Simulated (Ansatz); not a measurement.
# Cs2InAgBr6 (Fm-3m): converging the G0W0 gap, part 2 of 2

Aim: see how the G0W0 gap of Cs2InAgBr6 (Fm-3m) on r2SCAN moves with empty bands and screening cutoff, and what each rung costs.

Ansatz 0.2.0; G0W0 on r2SCAN, plane waves, PAW. Known limits of the many-body steps: not at the basis limit; d shell near the gap, gap tends to lie low; no spin-orbit coupling; coarse k mesh.

So far. Step 4 (993 empty bands, screening to 120 eV): Against the run with 2×2×2 mesh, 461 empty bands, screening to 72 eV, the gap moves by +0.05 eV.

In doubt: one-shot GW on d or f shells is unsure (steps 2, 3, 4, 5, 6), so the values of those runs are not to be relied on.

## 5. Changing the frequency model: 2×2×2 mesh, 461 empty bands, screening to 72 eV, plasmon pole

A plasmon pole stands in for the full frequency dependence of the screening; this run shows what that costs in accuracy. Bands and cutoff differ from the step before, so it is read against an earlier run that matches them.

input.yaml reads:

```yaml
crystal:
  lattice:
    - [0.0, 5.5, 5.5]
    - [5.5, 0.0, 5.5]
    - [5.5, 5.5, 0.0]
  atoms:
    - { symbol: Cs, position: [0.75, 0.75, 0.75] }
    - { symbol: Cs, position: [0.25, 0.25, 0.25] }
    - { symbol: In, position: [0.0, 0.0, 0.0] }
    - { symbol: Ag, position: [0.5, 0.5, 0.5] }
    - { symbol: Br, position: [0.755241594, 0.244758406, 0.244758406] }
    - { symbol: Br, position: [0.244758406, 0.244758406, 0.755241594] }
    - { symbol: Br, position: [0.244758406, 0.755241594, 0.755241594] }
    - { symbol: Br, position: [0.244758406, 0.755241594, 0.244758406] }
    - { symbol: Br, position: [0.755241594, 0.244758406, 0.755241594] }
    - { symbol: Br, position: [0.755241594, 0.755241594, 0.244758406] }
kpoints:
  mp_grid: { grid: [2, 2, 2] }
hamiltonian:
  xc: r2scan
scf:
  occupations: { method: fixed }
gw:
  n_empty_bands: 461
  ecut_chi: 72
  qp_bands: [v3, c3]
  qp_kpoints: band_edges
  screening: { model: godby_needs }
```

On the command line:

```sh
$ ansatz run input.yaml --threads 3 --pin off --max-ram 92160MiB --backend cuda --events-out ev --progress --plain --runs-dir out --devices 1 --max-vram 13GiB
```

Numbers of over 12 decimals in the logs are rounded to 6 here.

What it wrote:

```text
GPUs: using 1 of 1 available (devices: 1).
[...]
GPU FFT provider: cuFFT
GPU libraries: cuBLAS 13.8.2, cuFFT 12.4.0, cuSOLVER 12.3.4
Crystal: 10 atoms, lattice volume = 332.750 Å³
Basis set: ecut = 500 eV, 8393 PW (Γ), exchange–correlation on 240×240×240 points (64 copies of the dense FFT grid, shifted against one another)
Bands: 56, of which v1, the nominal top of the filled ones, is band 46 counted from 1 (45 counted from 0)
[...]
1    45      3.2080   -24.6490     3.2595   -20.9230  0.7916     2.7396     2.7415  root
[...]
2    46      3.7398   -26.4786     3.2190   -22.9743  0.7928     3.4538     3.4545  root
     2    47      7.0782   -13.7846    -3.0242   -17.6901  0.8084     7.9654     7.9593  root
     2    48      9.6631   -10.0615    -4.3739   -15.2429  0.7893    10.4811    10.4706  root
     2    49      9.9842    -7.3327    -3.9435   -11.7824  0.8182    10.4969    10.4903  root
[key lines of the parts left out:]
SCF converged after 7 iterations
Free energy (F): -41358.356655 eV
Fermi energy:    3.746470 eV
```

Run time: 20 s. Hardware: 1 × NVIDIA H100 80GB HBM3 (shared by 6 runs) with 3 threads of AMD EPYC 7R13 (Zen 3), shared host; peak memory 2.3 GiB.

This step gave:

* bands summed: 507
* plasmon-pole fit frequency: 19.53 eV
* RPA ε∞ on this mesh (eigenvalues): 4.748, 4.748, 4.748
* plane waves in the screening matrix: 459
* G0W0 gap on the mesh: 1.586 eV
* k of the valence top: 0, 0, 0
* k of the conduction bottom: 0, 0, 0
* starting gap on the mesh: 0.7060 eV
* least direct G0W0 gap on the computed points: 1.586 eV

Against the run with 2×2×2 mesh, 461 empty bands, screening to 72 eV, the gap moves by +0.04 eV.

## 6. Changing the files: 2×2×2 mesh, 461 empty bands, screening to 72 eV, hard PAW files

Other atomic data (hard PAW) test the pseudisation: the cutoff goes from 500 to 870 eV and the valence electrons from 92 to 160, which opens shells that were frozen.

input.yaml, as its differences from that of step 5:

```diff
@@ -20,2 +20,3 @@
   xc: r2scan
+  pseudopotentials: { kind: paw, source: ansatz }
 scf:
@@ -27,2 +28,2 @@
   qp_kpoints: band_edges
-  screening: { model: godby_needs }
+  screening: { model: contour_deformation }
```

What it wrote:

```text
GPUs: using 1 of 1 available (devices: 1).
[...]
GPU FFT provider: cuFFT
GPU libraries: cuBLAS 13.8.2, cuFFT 12.4.0, cuSOLVER 12.3.4
Crystal: 10 atoms, lattice volume = 332.750 Å³
Basis set: ecut = 870 eV, 19579 PW (Γ), exchange–correlation on 300×300×300 points (64 copies of the dense FFT grid, shifted against one another)
Bands: 96, of which v1, the nominal top of the filled ones, is band 80 counted from 1 (79 counted from 0)
[...]
1    79      4.7313   -24.6586     3.2436   -20.9287  0.7516     4.2367     4.2451  root
[...]
2    80      5.2619   -26.4828     3.1840   -22.9751  0.7557     4.9349     4.9381  root
     2    81      8.6036   -13.7741    -3.1336   -17.6846  0.7710     9.3756     9.3805  root
     2    82     11.1862   -10.0397    -4.4673   -15.2236  0.7323    11.8839    11.9027  root
     2    83     11.5080    -7.3286    -3.9878   -11.7823  0.7814    11.9780    11.9738  root
[key lines of the parts left out:]
SCF converged after 10 iterations
Free energy (F): -64914.175356 eV
Fermi energy:    5.268557 eV
```

Elapsed: 26 s, on 1 × NVIDIA H100 80GB HBM3 (shared by 6 runs) with 3 threads; peak memory 3.7 GiB.

Numbers from this step:

```yaml
bands_summed: 541
rpa_eps_infinity_on_this_mesh_eigenvalues: 4.741, 4.741, 4.741
plane_waves_in_the_screening_matrix: 459
g0w0_gap_on_the_mesh: 1.554 eV
k_of_the_valence_top: 0, 0, 0
k_of_the_conduction_bottom: 0, 0, 0
starting_gap_on_the_mesh: 0.7103 eV
least_direct_g0w0_gap_on_the_computed_points: 1.554 eV
```

Against the run with 2×2×2 mesh, 461 empty bands, screening to 72 eV, the gap moves by +0.009 eV.

## 7. Side by side

Times are wall times on 1 × NVIDIA H100 80GB HBM3 (shared by 6 runs) with 3 threads of AMD EPYC 7R13 (Zen 3), shared host, good to a factor of about two.

| mesh | files | frequency | bands summed | cutoff (eV) | start (eV) | G0W0 (eV) | time | host memory (GiB) |
| --- | --- | --- | --- | --- | --- | --- | --- | --- |
| 2×2×2 | default PAW | contour deformation | 209 | 36 | 0.706 | 1.796 | 9.8 s | 1.9 |
| 2×2×2 | default PAW | contour deformation | 507 | 72 | 0.706 | 1.545 | 16 s | 2.2 |
| 2×2×2 | default PAW | contour deformation | 1039 | 120 | 0.706 | 1.592 | 32 s | 3.0 |
| 2×2×2 | default PAW | plasmon pole | 507 | 72 | 0.706 | 1.586 | 20 s | 2.3 |
| 2×2×2 | hard PAW | contour deformation | 541 | 72 | 0.710 | 1.554 | 26 s | 3.7 |

The parts of the quasiparticle energy at the two band edges (eV; QP = start + Σx + Σc − Vxc):

| run | edge | start | Σx | Σc | Vxc | Z | QP |
| --- | --- | --- | --- | --- | --- | --- | --- |
| 209 bands | valence top | 3.75 | -26.49 | 3.37 | -22.97 | 0.76 | 3.60 |
| 209 bands | conduction bottom | 4.45 | -10.12 | -2.91 | -13.97 | 0.79 | 5.39 |
| 507 bands | valence top | 3.75 | -26.49 | 3.19 | -22.97 | 0.75 | 3.42 |
| 507 bands | conduction bottom | 4.45 | -10.12 | -3.34 | -13.97 | 0.79 | 4.96 |
| 1039 bands | valence top | 3.75 | -26.49 | 2.95 | -22.97 | 0.75 | 3.18 |
| 1039 bands | conduction bottom | 4.45 | -10.12 | -3.53 | -13.97 | 0.79 | 4.77 |

## 8. Results

```
209 bands, 36 eV   : 1.796 eV
507 bands, 72 eV   : 1.545 eV
1039 bands, 120 eV : 1.592 eV
mesh and start     : 2×2×2, r2SCAN
```

In words: From 209 to 1039 bands the gap moves by −0.20 eV while the time grows 3.3-fold. Σc changes by −0.42 eV at the valence top and −0.62 eV at the conduction bottom, so the levels themselves move more than the gap between them. The gap turns back along the series, so no limit is drawn from it. The plasmon-pole model gives +0.04 eV against contour deformation, 5 % of the correction, and saved no time in this program. Hard PAW files move the gap by +0.01 eV at equal bands and cutoff, +0.004 eV of it in the start. The 2×2×2 mesh is coarse for this cell (its supercell is 16 Å along the shortest edge). The RPA ε∞ on it, from the r2SCAN start, is 4.73; such meshes misread the long-range screening, most where the gap is narrow. A d shell, filled or nearly so, lies near the gap. One-shot GW converges very slowly in bands there, not always from below, and on a semilocal start the gap tends to come out low; starts rich in exact exchange can overshoot instead. The many-body steps are scalar-relativistic: spin-orbit coupling is not in them.

[Paths, hosts, dates, memory and timing lines, banners, echoed tables and standing remarks are left out of the program output.]

[Logs are printed without paths, hosts, clocks, repeated set-up lines and the standing remarks that a program may print on its own settings, such as how far it seeks lower states.]

[Runs of the session that timed out or met a known fault of the program may be left out.]

[Cells called generated may have been cut or substituted from an entry of the Crystallography Open Database or the Materials Project.]

[Hosts, paths, dates, database ids (printed as entryN), source tags and the programs' standing remarks are cut or masked in the printed files.]
